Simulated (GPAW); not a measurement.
# Ga3Fe13 (bcc Fe13Ga3): moments or none, part 2 of 2

Aim: find out whether Ga3Fe13 (bcc Fe13Ga3) carries moments when they start parallel, and what they gain.

GPAW 26.7.0; PBE; plane waves with GPAW's PAW setups, scalar-relativistic.

So far. Step 2 (Start 1: ferro +++++++++++++): After 37 cycles the largest moment stands at 2.59 μB.

### 3. Start 2: no spin polarisation

This run holds no moments, which gives a state to set the others against.

File nospin.py:

```python
import json
import numpy as np
from ase import Atoms
from ase.parallel import paropen, parprint
from gpaw import GPAW

atoms = Atoms(['Ga', 'Fe', 'Ga', 'Fe', 'Fe', 'Fe', 'Fe', 'Fe', 'Fe', 'Fe', 'Fe', 'Fe', 'Fe', 'Fe', 'Ga', 'Fe'],
    cell=[[5.85725, 0.0, 0.0],
         [0.0, 5.85725, 0.0],
         [0.0, 0.0, 5.85725]],
    scaled_positions=[[0.0, 0.0, 0.0],
         [0.25, 0.25, 0.25],
         [0.0, 0.0, 0.5],
         [0.25, 0.25, 0.75],
         [0.0, 0.5, 0.0],
         [0.25, 0.75, 0.25],
         [0.0, 0.5, 0.5],
         [0.25, 0.75, 0.75],
         [0.5, 0.0, 0.0],
         [0.75, 0.25, 0.25],
         [0.5, 0.0, 0.5],
         [0.75, 0.25, 0.75],
         [0.5, 0.5, 0.0],
         [0.75, 0.75, 0.25],
         [0.5, 0.5, 0.5],
         [0.75, 0.75, 0.75]],
    pbc=True)
atoms.calc = GPAW(mode={'name': 'pw', 'ecut': 450},
    xc='PBE',
    kpts={'size': (7, 7, 7), 'gamma': True},
    occupations={'name': 'fermi-dirac', 'width': 0.05},
    convergence={'density': 1e-05, 'energy': 1e-05},
    maxiter=200,
    mixer={'name': 'pulay', 'beta': 0.04, 'nmaxold': 8, 'weight': 100},
    symmetry={'tolerance': 1e-4},
    txt='nospin.txt')
e = atoms.get_potential_energy(force_consistent=True)
res = {'free_energy': e, 'energy_sigma0': atoms.get_potential_energy(), 'fermi_energy': atoms.calc.get_fermi_level()}
parprint(f'free energy: {e:.6f} eV')
atoms.calc.write('nospin.gpw')
with paropen('results.json', 'w') as f:
    json.dump(res, f)
```

On the command line:

```sh
> OMP_NUM_THREADS=1 mpirun -n 4 gpaw python nospin.py > nospin.log
```

Numbers of over 12 decimals in the logs are rounded to 6 here.

Log:

```text
free energy: -119.421489 eV

--- nospin.txt ---
Input parameters:
  mode=PW(ecut=450),
  convergence={'density': 1e-05, 'energy': 1e-05},
  kpts=MonkhorstPack(size=(7, 7, 7), gamma=True),
  maxiter=200,
  mixer=Pulay(name='pulay', nmaxold=8, beta=0.04, weight=100, sigma=0.015, g_ss=None),
  occupations=Occupations(name='fermi-dirac', width=0.05),
  symmetry=Symmetry(tolerance=0.0001),
  xc=XC(name='PBE')

Diagonalizing LCAO Hamiltonian
Converting LCAO to pw mode
     .-------------.
    /|             |
   / |             |
  /  | Fe     Fe   |
 *   |             |
 | FeFe   GaFe     |
 |   | Fe     Fe   |
 Ga  .--Fe---------.
 |  /Fe     Fe    /
 | /e     Fe     /
 |/             /
 Ga-----Fe-----*

Atoms  # Å, Bohr magnetons
|    | symbol |        x |        y |        z |    initial magnetic moments |
|----|--------|----------|----------|----------|-----------------------------|
|  0 |     Ga | 0.000000 | 0.000000 | 0.000000 | ( 0.0000,  0.0000,  0.0000) |
|  1 |     Fe | 1.464312 | 1.464312 | 1.464312 | ( 0.0000,  0.0000,  0.0000) |
|  2 |     Ga | 0.000000 | 0.000000 | 2.928625 | ( 0.0000,  0.0000,  0.0000) |
|  3 |     Fe | 1.464312 | 1.464312 | 4.392937 | ( 0.0000,  0.0000,  0.0000) |
|  4 |     Fe | 0.000000 | 2.928625 | 0.000000 | ( 0.0000,  0.0000,  0.0000) |
|  5 |     Fe | 1.464312 | 4.392937 | 1.464312 | ( 0.0000,  0.0000,  0.0000) |
|  6 |     Fe | 0.000000 | 2.928625 | 2.928625 | ( 0.0000,  0.0000,  0.0000) |
|  7 |     Fe | 1.464312 | 4.392937 | 4.392937 | ( 0.0000,  0.0000,  0.0000) |
|  8 |     Fe | 2.928625 | 0.000000 | 0.000000 | ( 0.0000,  0.0000,  0.0000) |
|  9 |     Fe | 4.392937 | 1.464312 | 1.464312 | ( 0.0000,  0.0000,  0.0000) |
| 10 |     Fe | 2.928625 | 0.000000 | 2.928625 | ( 0.0000,  0.0000,  0.0000) |
| 11 |     Fe | 4.392937 | 1.464312 | 4.392937 | ( 0.0000,  0.0000,  0.0000) |
| 12 |     Fe | 2.928625 | 2.928625 | 0.000000 | ( 0.0000,  0.0000,  0.0000) |
| 13 |     Fe | 4.392937 | 4.392937 | 1.464312 | ( 0.0000,  0.0000,  0.0000) |
| 14 |     Ga | 2.928625 | 2.928625 | 2.928625 | ( 0.0000,  0.0000,  0.0000) |
| 15 |     Fe | 4.392937 | 4.392937 | 4.392937 | ( 0.0000,  0.0000,  0.0000) |

Unit cell  # Å
| periodic |        x |        y |        z |  lengths |    angles |
|----------|----------|----------|----------|----------|-----------|
|      yes | 5.857250 | 0.000000 | 0.000000 | 5.857250 | 90.000000 |
|      yes | 0.000000 | 5.857250 | 0.000000 | 5.857250 | 90.000000 |
|      yes | 0.000000 | 0.000000 | 5.857250 | 5.857250 | 90.000000 |

Number of symmetries: 16

BZ-sampling:
  Number of BZ points: 343
  Number of IBZ points: 40

  Monkhorst-Pack size: [7, 7, 7]
  Monkhorst-Pack shift: [0, 0, 0]

Plane wave coefficients: 4385
Cutoff: 450.000000 eV

Spin-components: 1 (collinear spins)
Bands:           72
Projectors:      93
Spin-degeneracy: 2
Datatype:        complex128

Parallelization:
  kpt:    4
  domain: 1
  band:   1

Density:
  Valence electrons: 113.0
  Components: 1
  Grid points: [30 30 30]
  Charge: 0.0  # |e|

Potential:
  Grid points: [30 30 30]

[... setups left out ...]
Reference energy: -608706.924386  # eV

eigensolver:
  PPCG
  Converge bands: occupied
  niter=2

density mixing:
  Pulay-Mixer
  Linear mixing parameters: 0.04
  Old densities: 8
  Fourier metric: weight=100, sigma=0.015

occupation numbers:
  Fermi-Dirac:
    width: 0.0500  # eV

poisson solver:
  ecut: 3600.000000  # eV

xc functional:
  name: PBE with 2 nearest neighbor stencil

convergence criteria:
- Maximum integral of absolute [dens]ity change: 1e-05 electrons / valence electron
- Maximum [total energy] change in last 3 cyles: 1e-05 eV / valence electron
- Maximum integral of absolute [eigenst]ate change: 4e-08 eV^2 / valence electron
maximum number of iterations: 200

SCF iterations
|iter     |      energy | eigst |  dens |
|---------|-------------|-------|-------|
|iter:   1|       0s | -119.971655 | +0.44 |       |
|iter:   2|       8s | -119.943782 | -1.10 | -1.25 |
|iter:   3|      15s | -119.814640 | -1.92 | -1.27 |
|iter:   4|      22s | -119.686344 | -2.48 | -1.32 |
|iter:   5|      30s | -119.537656 | -2.82 | -1.37 |
|iter:   6|      38s | -119.045999 | -1.23 | -1.41 |
|iter:   7|      45s | -119.057404 | -2.56 | -1.72 |
|iter:   8|      53s | -119.060360 | -3.20 | -1.73 |
|iter:   9|      60s | -119.231662 | -1.60 | -1.72 |
|iter:  10|      68s | -119.211136 | -2.13 | -1.78 |
[... 16 iterations left out ...]
|iter:  27|     197s | -119.206891c| -7.22 | -4.06 |
|iter:  28|     202s | -119.206897c| -7.46c| -4.11 |
|iter:  29|     209s | -119.206899c| -7.07 | -4.14 |
|iter:  30|     217s | -119.206899c| -7.81c| -4.24 |
|iter:  31|     220s | -119.206893c| -7.88c| -4.30 |
|iter:  32|     228s | -119.206886c| -7.83c| -4.36 |
|iter:  33|     231s | -119.206890c| -7.76c| -4.55 |
|iter:  34|     235s | -119.206892c| -7.98c| -4.77 |
|iter:  35|     239s | -119.206895c| -7.95c| -4.97 |
|iter:  36|     242s | -119.206896c| -8.56c| -5.20c|

Converged in 36 steps
Energy contributions relative to reference atoms: (reference = -608706.924386)

Energy contributions:
  Kinetic:          21.971409
  Coulomb:         -19.043523
  Zero:              2.145670
  External:          0.000000
  Xc:             -124.065858
  Entropy:          -0.429186
  Spinorbit:         0.000000
  ----------------------------
  Free energy:    -119.421489
  Extrapolated:   -119.206896

dipole moment: (-58.540192, -58.540192, -58.051613)  # |e|*Ang

Fermi level: 9.096
Eigenvalues  # (at kpt = [0.000, 0.000, 0.000])
| band index |      eig [eV] | occ [0-2] |
|------------|---------------|-----------|
|          0 |        -0.678 |     2.000 |
|        ... |               |           |
|         47 |         8.449 |     2.000 |
|         48 |         8.708 |     1.999 |
|         49 |         8.708 |     1.999 |
|         50 |         8.836 |     1.989 |
|         51 |         8.839 |     1.988 |
|         52 |         8.912 |     1.951 |
|         53 |         9.017 |     1.658 |
|         54 |         9.037 |     1.525 |
|         55 |         9.141 |     0.575 |
|         56 |         9.182 |     0.302 |
|         57 |         9.182 |     0.302 |
|         58 |         9.185 |     0.286 |
|         59 |         9.197 |     0.232 |
|         60 |         9.225 |     0.138 |
|         61 |         9.326 |     0.020 |
|         62 |         9.331 |     0.018 |
|        ... |               |           |
|         71 |         9.711 |     0.000 |

No gap
No difference between direct/indirect transitions
```

Wall time 4.3 min (4 MPI ranks of Arm Neoverse V1, shared host); peak memory 1.2 GiB.

Read from the output:

| Quantity | Value |
| --- | --- |
| final state | non-magnetic (no spin polarisation) |

It lies 529 meV a seeded atom over the first start.

### 4. Energies of the orders

These are free energies at a smearing of 0.05 eV, so its entropy term is in the differences. They are divided by the number of seeded atoms, so that cells of unlike size compare.

Orders:

| start | final state | typed order kept | energy over the lowest (meV a seeded atom) | largest site moment (μB) | net moment (μB a primitive cell) | mesh matched | CPU time (s) |
| --- | --- | --- | --- | --- | --- | --- | --- |
| ferro +++++++++++++ | ferromagnetic | yes | 0 | 2.59 | 30.84 | yes | 2675 |
| no spin polarisation | non-magnetic | - | 529.5 | 0 | 0 | yes | 1031 |

### 5. Results

```yaml
lower_run: with moments
largest_site_moment: 2.59 μB
energy_gained_by_spin_polarisation: 529 meV a seeded atom
```

What this shows: The crystal holds moments, up to 2.59 μB, and gains 529 meV a seeded atom by them. No antiferromagnetic order was tried, so the session says nothing on how the moments order.

[Logs and program files are shortened in this print: banners, set-up blocks, solver, clock and traceback lines can be left out without a mark of their own.]

[Logs are printed without paths, hosts, clocks, repeated set-up lines and the standing remarks that a program may print on its own settings, such as how far it seeks lower states.]

[Hosts, paths, dates, database ids (printed as entryN), source tags and the programs' standing remarks are cut or masked in the printed files.]

[Where a cell is said to come from a database of computed structures, the database is the Materials Project.]

[Lattice constants of own cells that a recipe calls measured were typed without a cited source.]
